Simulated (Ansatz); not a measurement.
## BaSrF4: complex band structure

A new crystal, BaSrF4: structure, gap and complex bands. It is built by putting F for I, Sr for Ca in the BaCaI4 structure of space group P2/m, with the volume rescaled by atomic radii. The parent structure comes from the Materials Project.

Calculated with Ansatz 0.2.0; r2SCAN DFT, plane waves, PAW files, in the first sound run; inputs show where later runs differ.

The structure was built from a prototype and need not be the compound's stable phase.

**1. The structure**

Symmetry: P2/m, No. 10, monoclinic system. Conventional cell: a = 6.080 Å, b = 4.011 Å, c = 7.083 Å, α = 90.00°, β = 90.53°, γ = 90.00°. Ba has 6 F at 2.88 to 2.90 Å nearest. Nearest to Sr lie 6 F at 2.65 to 2.67 Å. Nearest to F lie 1 Sr at 2.65 Å and 2 Ba at 2.88 Å. Nearest to F lie 2 Sr at 2.67 Å and 1 Ba at 2.90 Å. It derives from BaCaI4. F for I, Sr for Ca in the BaCaI4 structure of space group P2/m. Farther neighbours and most contacts between anions are not listed.

**2. Relaxing the new crystal**

The substituted atoms don't fit the parent's cell, so cell and atoms relax together. A small smearing keeps the run stable in case the gap closes on the way.

Input file input.yaml:

```yaml
crystal:
  lattice:
    - [6.0802436656, 0.0, 0.0]
    - [0.0, 4.0107898805, 0.0]
    - [-0.0654498644, 0.0, 7.0830170284]
  atoms:
    - { symbol: Ba, position: [0.0, 0.5, 0.5] }
    - { symbol: Sr, position: [0.0, 0.0, 0.0] }
    - { symbol: F, position: [0.252861, 0.0, 0.307026] }
    - { symbol: F, position: [0.236918, 0.5, 0.857288] }
    - { symbol: F, position: [0.763082, 0.5, 0.142712] }
    - { symbol: F, position: [0.747139, 0.0, 0.692974] }
kpoints:
  mp_grid: { grid: [4, 6, 4] }
scf:
  occupations: { method: gaussian, width: 0.03 }
hamiltonian:
  xc: r2scan
output:
  forces: true
  stress: true
relax:
  f_tol: 0.02
  max_steps: 60
  cell: {}
```

Started as:

```console
> ansatz run input.yaml --threads 2 --pin off --max-ram 4096MiB --backend cpu --events-out ev --progress --plain --runs-dir out
```

Numbers of over 12 decimals in the logs are rounded to 6 here.

Output:

```text
Engine: ansatz 0.2.0, x86_64-unknown-linux-gnu
Pseudopotentials: kind: paw
Pseudopotential: Ba, paw, valence charge 10, recommended cutoff 500 eV (meta_gga), Ba.paw.azcp
Pseudopotential: Sr, paw, valence charge 10, recommended cutoff 500 eV (meta_gga), Sr.paw.azcp
Pseudopotential: F, paw, valence charge 7, recommended cutoff 500 eV (meta_gga), F.paw.azcp
Functional definition: r2SCAN
  parameter k0 = 0.174
  parameter k1 = 0.065
  parameter a1 = 4.9479
  exchange = r2scan_x(k0 = k0, k1 = k1, a1 = a1)
  correlation = r2scan_c
Crystal: 6 atoms, lattice volume = 172.731 Å³
Basis set: ecut = 500 eV, 4397 PW (Γ), exchange–correlation on 180×120×216 points (64 copies of the dense FFT grid, shifted against one another)
Bands: 30, of which v1, the nominal top of the filled ones, is band 24 counted from 1 (23 counted from 0)
Symmetry: 4 space group operations
Space group: P2/m (ITA 10), of the structure as read, at distance tolerance 5.6e-5 Å
k-points: 40 of 96
Non-local potential: Ba, projectors of the file, l = 0: 3, l = 1: 2, l = 2: 2, l = 3: 2
Non-local potential: Sr, projectors of the file, l = 0: 3, l = 1: 2, l = 2: 2
Non-local potential: F, projectors of the file, l = 0: 2, l = 1: 2, l = 2: 1
PAW form: soft (Blöchl's): semilocal exchange-correlation on the pseudo side does not see the compensation charge
PAW frozen core: Ba, regenerated for the run's functional (the file was generated under x = pbe(κ = 0.804, μ = 0.219515), c = pbe(β = 0.066725))
PAW frozen core: Sr, regenerated for the run's functional (the file was generated under x = pbe(κ = 0.804, μ = 0.219515), c = pbe(β = 0.066725))
PAW frozen core: F, regenerated for the run's functional (the file was generated under x = pbe(κ = 0.804, μ = 0.219515), c = pbe(β = 0.066725))
PAW one-centre angular grid: Ba, 302 points (default); XC on 160 Gauss nodes
PAW one-centre angular grid: Sr, 302 points (default); XC on 160 Gauss nodes
PAW one-centre angular grid: F, 302 points (default); XC on 160 Gauss nodes
Initial density: superposition of atomic densities (neutral atoms: chi_scale 0, normalization atom), corrected by the library's trained network
Initial wavefunctions: pseudopotential atomic-orbital guess
Functional: x = r2scan, c = r2scan; τ floored in thin density (d = 2e-4 eV/Å³)
SCF iter   1: F=—  HF=-12768.332995 eV  |F-HF|=—  |Δ(HF+E_count)|=         —  Δρ=9.91e-3  dr2=1.97e-1  dr2_τ=1.10e-1  ethr=1.77e-3  ⟨swp⟩=10.6  Hψ=7781  notcnv=0  defer=3
preconditioner: auto → Resta (q_TF=auto, 2.204 Å⁻¹)  ε∞=2.5  [insulator: Δε(μ)=6.014 eV  Ē_g=15.259 eV  σ=0.030 eV  W_gap=1.00  n_scr=34 (ndim 8)  ℏωp=18.7 eV  f_vac=0.306  D(μ)=0.00/eV (n_scr^D=0)  ε∞_Penn≈2.5]
SCF iter   2: F=—  HF=-12768.487988 eV  |F-HF|=—  |Δ(HF+E_count)|=   1.55e-1  Δρ=5.53e-3  dr2=1.83e-2  dr2_τ=6.13e-3  ethr=4.10e-4  ⟨swp⟩=3.2  Hψ=2764  notcnv=0  defer=61
SCF iter   3: F=—  HF=-12768.485576 eV  |F-HF|=—  |Δ(HF+E_count)|=   2.41e-3  Δρ=1.74e-3  dr2=4.28e-3  dr2_τ=4.53e-4  ethr=3.81e-5  ⟨swp⟩=2.0  Hψ=2200  notcnv=0  defer=21
automatic band count: iteration 3 solves 29 bands in place of 30: the levels show a gap, and the empty bands left out lie too high to hold charge; the band table lists the bands solved (type scf.n_extra_bands for more)
SCF iter   4: F=—  HF=-12768.484644 eV  |F-HF|=—  |Δ(HF+E_count)|=   9.31e-4  Δρ=4.19e-4  dr2=2.64e-4  dr2_τ=1.58e-5  ethr=8.91e-6  ⟨swp⟩=2.0  Hψ=1845  notcnv=0  defer=21
SCF iter   5: F=—  HF=-12768.484688 eV  |F-HF|=—  |Δ(HF+E_count)|=   4.35e-5  Δρ=2.05e-4  dr2=4.75e-5  dr2_τ=4.55e-6  ethr=5.49e-7  ⟨swp⟩=2.0  Hψ=1859  notcnv=0  defer=21
SCF iter   6: F=—  HF=-12768.484705 eV  |F-HF|=—  |Δ(HF+E_count)|=   1.73e-5  Δρ=3.36e-5  dr2=2.32e-6  dr2_τ=2.11e-7  ethr=9.89e-8  ⟨swp⟩=2.0  Hψ=1956  notcnv=0  defer=21
SCF iter   7: F=—  HF=-12768.484708 eV  |F-HF|=—  |Δ(HF+E_count)|=   2.74e-6  Δρ=9.85e-6  dr2=2.25e-7  dr2_τ=3.60e-8  ethr=4.83e-9  ⟨swp⟩=2.0  Hψ=2042  notcnv=0  defer=21
SCF iter   8: F=-12768.484708 eV  HF=-12768.484708 eV  |F-HF|=4.55e-8  |Δ(HF+E_count)|=   3.56e-7  Δρ=1.94e-6  dr2=1.74e-8  dr2_τ=2.42e-9  ethr=2.08e-10  ⟨swp⟩=5.0  Hψ=4666  notcnv=0
SCF 1 converged in 8 iterations: F = -12768.484708 eV  dr2 = 1.74e-8
  greatest PAW one-centre occupation: 0.988 electrons in one spin orbital (limit 2), on the Sr atom at site 1 (counted from 0), in its partial waves of l = 0
relax step   1: F+E_penalty+E_count = -12768.48470839 eV  Δ(F+E_penalty+E_count) = +0.000e0 eV  max|allowed force component| = 2.049e0 eV/Å  Δτ_max = 0.0000 Å  P = -7.306 GPa  Ω = 172.731 Å³  (8 SCF iters, dr2 threshold 1.00e-7 eV, accepted)
Crystal: 6 atoms, lattice volume = 162.336 Å³
Basis set: ecut = 500 eV, 4103 PW (Γ), exchange–correlation on 180×120×216 points (64 copies of the dense FFT grid, shifted against one another)
Initial density: handed on by an earlier stage of this run
Initial wavefunctions: those handed on with the density
iter 1 solved again at ethr=8.41e-4 eV; its pass at ethr=3.10e-3 eV (dr2=4.04e-1 eV) is discarded
SCF iter   1: F=—  HF=-12770.599739 eV  |F-HF|=—  |Δ(HF+E_count)|=         —  Δρ=2.35e-2  dr2=4.10e-1  dr2_τ=7.99e0  ethr=8.41e-4  ⟨swp⟩=1.1  Hψ=6856  notcnv=0
automatic band count: iteration 1 solves 28 bands in place of 30: the levels show a gap, and the empty bands left out lie too high to hold charge; the band table lists the bands solved (type scf.n_extra_bands for more)
preconditioner: auto → Resta (q_TF=auto, 2.227 Å⁻¹)  ε∞=2.7  [insulator: Δε(μ)=6.100 eV  Ē_g=14.992 eV  σ=0.030 eV  W_gap=1.00  n_scr=34 (ndim 8)  ℏωp=19.3 eV  f_vac=0.312  D(μ)=0.00/eV (n_scr^D=0)  ε∞_Penn≈2.7]
SCF iter   2: F=—  HF=-12770.136703 eV  |F-HF|=—  |Δ(HF+E_count)|=   4.63e-1  Δρ=8.77e-3  dr2=5.68e-2  dr2_τ=1.17e-2  ethr=8.41e-4  ⟨swp⟩=3.1  Hψ=2357  notcnv=0
SCF iter   3: F=—  HF=-12770.142112 eV  |F-HF|=—  |Δ(HF+E_count)|=   5.41e-3  Δρ=2.60e-3  dr2=8.31e-3  dr2_τ=1.06e-3  ethr=1.18e-4  ⟨swp⟩=2.9  Hψ=1932  notcnv=0
SCF iter   4: F=—  HF=-12770.144441 eV  |F-HF|=—  |Δ(HF+E_count)|=   2.33e-3  Δρ=8.82e-4  dr2=1.73e-3  dr2_τ=7.93e-5  ethr=1.73e-5  ⟨swp⟩=2.0  Hψ=2149  notcnv=0
SCF iter   5: F=—  HF=-12770.145068 eV  |F-HF|=—  |Δ(HF+E_count)|=   6.26e-4  Δρ=5.61e-4  dr2=3.90e-4  dr2_τ=3.46e-5  ethr=3.61e-6  ⟨swp⟩=2.0  Hψ=2127  notcnv=0
SCF iter   6: F=—  HF=-12770.145293 eV  |F-HF|=—  |Δ(HF+E_count)|=   2.26e-4  Δρ=1.27e-4  dr2=1.86e-5  dr2_τ=1.58e-6  ethr=8.12e-7  ⟨swp⟩=2.0  Hψ=2011  notcnv=0
SCF iter   7: F=—  HF=-12770.145326 eV  |F-HF|=—  |Δ(HF+E_count)|=   3.31e-5  Δρ=1.22e-4  dr2=1.48e-5  dr2_τ=1.27e-6  ethr=3.88e-8  ⟨swp⟩=2.0  Hψ=2000  notcnv=0
[...]
relax step   8: F+E_penalty+E_count = -12770.82342160 eV  Δ(F+E_penalty+E_count) = -1.062e-2 eV  max|allowed force component| = 1.339e-1 eV/Å  Δτ_max = 0.0540 Å  P = +0.212 GPa  Ω = 142.926 Å³  energy of the carried Pulay correction = +8.622e-3 eV  (7 SCF iters, dr2 threshold 4.25e-7 eV, accepted)
relax step   9: F+E_penalty+E_count = -12770.84205418 eV  Δ(F+E_penalty+E_count) = -1.863e-2 eV  max|allowed force component| = 1.400e-1 eV/Å  Δτ_max = 0.0825 Å  P = +0.151 GPa  Ω = 134.752 Å³  energy of the carried Pulay correction = +1.153e-2 eV  (8 SCF iters, dr2 threshold 6.00e-7 eV, accepted)
relax step  10: F+E_penalty+E_count = -12770.86850352 eV  Δ(F+E_penalty+E_count) = -2.645e-2 eV  max|allowed force component| = 1.211e-1 eV/Å  Δτ_max = 0.1216 Å  P = +0.228 GPa  Ω = 125.716 Å³  energy of the carried Pulay correction = +1.511e-2 eV  (8 SCF iters, dr2 threshold 6.00e-7 eV, accepted)
relax step  11: F+E_penalty+E_count = -12770.89050033 eV  Δ(F+E_penalty+E_count) = -2.200e-2 eV  max|allowed force component| = 4.953e-2 eV/Å  Δτ_max = 0.1893 Å  P = +0.080 GPa  Ω = 116.849 Å³  energy of the carried Pulay correction = +1.907e-2 eV  (7 SCF iters, dr2 threshold 6.00e-7 eV, accepted)
relax step  12: F+E_penalty+E_count = -12770.87853242 eV  Δ(F+E_penalty+E_count) = +1.197e-2 eV  max|allowed force component| = 1.183e-1 eV/Å  Δτ_max = 0.0378 Å  P = -0.703 GPa  Ω = 120.143 Å³  energy of the carried Pulay correction = +1.754e-2 eV  (7 SCF iters, dr2 threshold 5.96e-7 eV, rejected (line search))
relax step  13: F+E_penalty+E_count = -12770.89230807 eV  Δ(F+E_penalty+E_count) = -1.808e-3 eV  max|allowed force component| = 7.245e-2 eV/Å  Δτ_max = 0.0264 Å  P = +0.309 GPa  Ω = 115.463 Å³  energy of the carried Pulay correction = +1.973e-2 eV  (10 SCF iters, accepted)
relax step  14: F+E_penalty+E_count = -12770.89432973 eV  Δ(F+E_penalty+E_count) = -2.022e-3 eV  max|allowed force component| = 1.462e-2 eV/Å  Δτ_max = 0.0185 Å  P = +0.058 GPa  Ω = 116.052 Å³  energy of the carried Pulay correction = +1.945e-2 eV  (6 SCF iters, dr2 threshold 3.68e-7 eV, accepted)
relax step  15: F+E_penalty+E_count = -12770.89440598 eV  Δ(F+E_penalty+E_count) = -7.625e-5 eV  max|allowed force component| = 1.439e-3 eV/Å  Δτ_max = 0.0027 Å  P = +0.008 GPa  Ω = 116.037 Å³  energy of the carried Pulay correction = +1.946e-2 eV  (5 SCF iters, dr2 threshold 2.51e-8 eV, accepted)
relax step  16: F+E_penalty+E_count = -12770.87812455 eV  Δ(F+E_penalty+E_count) = +1.628e-2 eV  max|allowed force component| = 2.530e-3 eV/Å  Δτ_max = 0.0000 Å  P = +0.003 GPa  Ω = 116.037 Å³  stress off target by 5.03e-2 GPa  SCF on the basis re-selected at this cell (its energy is not comparable with the rows above)  (8 SCF iters)
relax step  17: F+E_penalty+E_count = -12770.87861749 eV  Δ(F+E_penalty+E_count) = -4.929e-4 eV  max|allowed force component| = 1.882e-3 eV/Å  Δτ_max = 0.0126 Å  P = +0.006 GPa  Ω = 115.367 Å³  energy of the carried Pulay correction = +2.921e-4 eV  (7 SCF iters, dr2 threshold 6.33e-9 eV, accepted)
relax step  18: F+E_penalty+E_count = -12770.87896235 eV  Δ(F+E_penalty+E_count) = -3.449e-4 eV  max|allowed force component| = 7.410e-4 eV/Å  Δτ_max = 0.0129 Å  P = +0.005 GPa  Ω = 114.731 Å³  energy of the carried Pulay correction = +5.715e-4 eV  (9 SCF iters, accepted)
iter 1 solved again at ethr=5.92e-7 eV; its pass at ethr=3.10e-3 eV (dr2=2.84e-4 eV) is discarded
SCF iter   1: F=—  HF=-12770.878355 eV  |F-HF|=—  |Δ(HF+E_count)|=         —  Δρ=5.36e-5  dr2=2.83e-7  dr2_τ=1.25e-6  ethr=5.92e-7  ⟨swp⟩=3.0  Hψ=10956  notcnv=0
eigensolver tolerance schedule: the retry pair's looser diagonalisation over-reported the residual by 1002.93 of it (diagonalisation noise at 0.24 of the residual, at the tolerance the schedule requests for it); recorded, not acted on — ethr = c·dr2/N_el stays at c = 1.0e-1
preconditioner: auto → Resta (q_TF=auto, 2.359 Å⁻¹)  ε∞=2.9  [insulator: Δε(μ)=6.535 eV  Ē_g=17.036 eV  σ=0.030 eV  W_gap=1.00  n_scr=26 (ndim 8)  ℏωp=23.5 eV  f_vac=0.140  D(μ)=0.00/eV (n_scr^D=0)  ε∞_Penn≈2.9]
SCF iter   2: F=—  HF=-12770.878356 eV  |F-HF|=—  |Δ(HF+E_count)|=   4.11e-7  Δρ=2.69e-5  dr2=7.22e-8  dr2_τ=2.42e-7  ethr=5.90e-10  ⟨swp⟩=3.1  Hψ=2483  notcnv=0
SCF iter   3: F=—  HF=-12770.878354 eV  |F-HF|=—  |Δ(HF+E_count)|=   1.30e-6  Δρ=3.72e-6  dr2=5.14e-9  dr2_τ=2.38e-9  ethr=1.50e-10  ⟨swp⟩=2.0  Hψ=2080  notcnv=0
SCF iter   4: F=—  HF=-12770.878354 eV  |F-HF|=—  |Δ(HF+E_count)|=   4.59e-9  Δρ=6.35e-7  dr2=1.15e-10  dr2_τ=9.18e-11  ethr=1.07e-11  ⟨swp⟩=2.0  Hψ=2038  notcnv=0
SCF iter   5: F=-12770.878354 eV  HF=-12770.878354 eV  |F-HF|=1.09e-11  |Δ(HF+E_count)|=  2.29e-10  Δρ=2.35e-7  dr2=1.77e-11  dr2_τ=6.79e-12  ethr=1.00e-12  ⟨swp⟩=5.0  Hψ=4852  notcnv=0
SCF 19 converged in 5 iterations: F = -12770.878354 eV  dr2 = 1.77e-11
relax step  19: F+E_penalty+E_count = -12770.87835427 eV  Δ(F+E_penalty+E_count) = +6.081e-4 eV  max|allowed force component| = 7.872e-4 eV/Å  Δτ_max = 0.0000 Å  P = +0.010 GPa  Ω = 114.731 Å³  stress off target by 1.46e-2 GPa  SCF on the basis re-selected at this cell (its energy is not comparable with the rows above)  (5 SCF iters)
basis re-selected at this cell: Δ(F+E_penalty+E_count) = +6.081e-4 eV, ΔP = +0.006 GPa vs the last step (what re-selecting the basis moved, of the pressure what is left beyond the Pulay correction that the steps carried, after the strain that the cell walked since its last selection, with what the two solves' SCF thresholds leave and, on support functions, any second-order correction that the steps lacked; it is no m [...]
SCF converged after 5 iterations
Free energy (F): -12770.878354 eV
Harris-Foulkes:  -12770.878354 eV  (|F-HF|=1.09e-11)
Internal energy: -12770.878354 eV  (E = F + TS)
E sigma→0 (E₀):  -12770.878354 eV
Fermi energy:    5.677595 eV
--- Per-component energies (eV) ---
  E_band       = -310.976899
  E_kinetic    = 1250.882988
  E_local      = -3504.009064  (includes V_loc(G=0)·N_el)
  E_nonlocal   = 548.078120
  E_hartree    = 1246.363474
  E_xc         = -641.814446
  E_vxc        = -796.918862  (∫ρ·V_xc dr)
  E_paw        = -8778.791172  (= ΣΔE_a)
  E_vpaw       = -353.752577  (= ΣTr[D̂ρ^β])
  E_aug_tail   = 0.004108  (compensation charges beyond the density's cutoff)
  E_vtau       = 52.011485  (kinetic-family band-sum trace: ∫τ·v_τ [+ j·A + Jᵃ·Aᵃ] dr)
  E_ewald      = -2891.391175
  E_core_change = -0.201187  (= ΣΔE_core)
  E_smearing   = -0.000000  (= −TS)
  E_closure    = 0.000000  (closes the sum)
  Σ components = -12770.878354   (vs F -12770.878354, Δ=0.00e0)
--- Forces (eV/Å), atoms counted from 1 ---
  atom   1  Ba     0.00000000     0.00000000     0.00000000
  atom   2  Sr     0.00000000     0.00000000    -0.00000000
  atom   3  F      0.00078724     0.00000000    -0.00016124
  atom   4  F     -0.00008770     0.00000000    -0.00027872
  atom   5  F      0.00008770     0.00000000     0.00027872
  atom   6  F     -0.00078724     0.00000000     0.00016124
  max |Σ_I F_I| component: 1.08e-19 eV/Å
--- Stress (GPa, compression-positive) ---
        0.014611       0.000000      -0.000183
        0.000000       0.008609       0.000000
       -0.000183       0.000000       0.008123
  P = ⅓ Tr σ = 0.0104 GPa (0.104 kbar)
--- Relaxed structure (17 steps of the walk, 16 accepted, 2 SCFs on fresh bases) ---
  F+E_penalty+E_count = -12770.87835427 eV   max|allowed force component| = 7.872e-4 eV/Å   (the final SCF, on the basis selected at the relaxed cell)
  cell:  # Å, volume = 114.7314 Å³
    - [4.147085, -7.829238130975359e-17, -0.352598]
    - [-5.1645017526846085e-17, 3.889258, 8.201450465019494e-18]
    - [-0.455390, 1.532645053141418e-17, 7.152041]
  atoms:
    - { symbol: Ba, position: [6.938893903907228e-18, 0.500000, 0.5] }
    - { symbol: Sr, position: [1.1465525368361595e-18, 0, 0] }
    - { symbol: F, position: [0.259769, 9.602392113413523e-18, 0.331514] }
    - { symbol: F, position: [0.220103, 0.500000, 0.856573] }
    - { symbol: F, position: [0.779897, 0.500000, 0.143427] }
    - { symbol: F, position: [0.740231, -9.602392113413523e-18, 0.668486] }
```

Run time: 67 s. Hardware: 2 threads of AMD EPYC 9R45 (Zen 5), shared host; peak memory 0.94 GiB; 2.2 min of CPU time.

The steps of the relaxation:

```
step  energy less that of the first step (eV)  largest force component (eV/Å)  pressure (GPa)  volume (Å³)
   1                                   0.0000                          2.0494           -7.31       172.73
   2                                  -1.6606                          1.1749           -4.23       162.34
   3                                  -2.2325                          0.1011            1.37       152.13
   4                                  -2.3077                          0.0982           -0.02       158.22
   5                                  -2.3182                          0.0137           -0.10       159.44
   6                                  -2.3196                          0.0041           -0.07       158.64
   7                                  -2.3281                          0.0824            0.07       151.13
   8                                  -2.3387                          0.1339            0.21       142.93
   9                                  -2.3573                          0.1400            0.15       134.75
  10                                  -2.3838                          0.1211            0.23       125.72
  11                                  -2.4058                          0.0495            0.08       116.85
  12                                  -2.3938                          0.1183           -0.70       120.14
  13                                  -2.4076                          0.0724            0.31       115.46
  14                                  -2.4096                          0.0146            0.06       116.05
  15                                  -2.4097                          0.0014            0.01       116.04
 16*                                  -2.3934                          0.0025            0.00       116.04
  17                                  -2.3939                          0.0019            0.01       115.37
  18                                  -2.3943                          0.0007            0.00       114.73
 19*                                  -2.3936                          0.0008            0.01       114.73
```

Relaxation steps marked * repeat the geometry before them on a plane-wave basis chosen anew for their cell, so energy and pressure can jump there. Relaxation step 12 was tried and not accepted.

Forces are held to the 4 operations that the run works with; a distortion that breaks them can't arise in this run.

```
     cell as run  before  after   change
           a (Å)   6.080  4.162  -31.5 %
           b (Å)   4.011  3.889   -3.0 %
           c (Å)   7.083  7.167   +1.2 %
           β (°)   90.53  98.50   +8.8 %
volume (Å³/atom)   28.79  19.12  -33.6 %
```

The atoms that moved most (Å, as changes of fractional coordinates times the final cell):

```
atom      dx     dy      dz  length
  F3   0.017  0.000   0.173   0.174
  F6  -0.017  0.000  -0.173   0.174
  F4  -0.069  0.000   0.001   0.069
  F5   0.069  0.000  -0.001   0.069
```

This step gave:

| Quantity | Value |
| --- | --- |
| free energy | -12770.8784 eV |
| Fermi energy | 5.678 eV |
| pressure | 0.01045 GPa |

The largest force component on a free atom ends at 7.9e-4 eV/Å.

(Part 1 of 4 ends here.)

[Logs are printed without paths, hosts, clocks, repeated set-up lines and the standing remarks that a program may print on its own settings, such as how far it seeks lower states.]

[Hosts, paths, dates, database ids (printed as entryN), source tags and the programs' standing remarks are cut or masked in the printed files.]
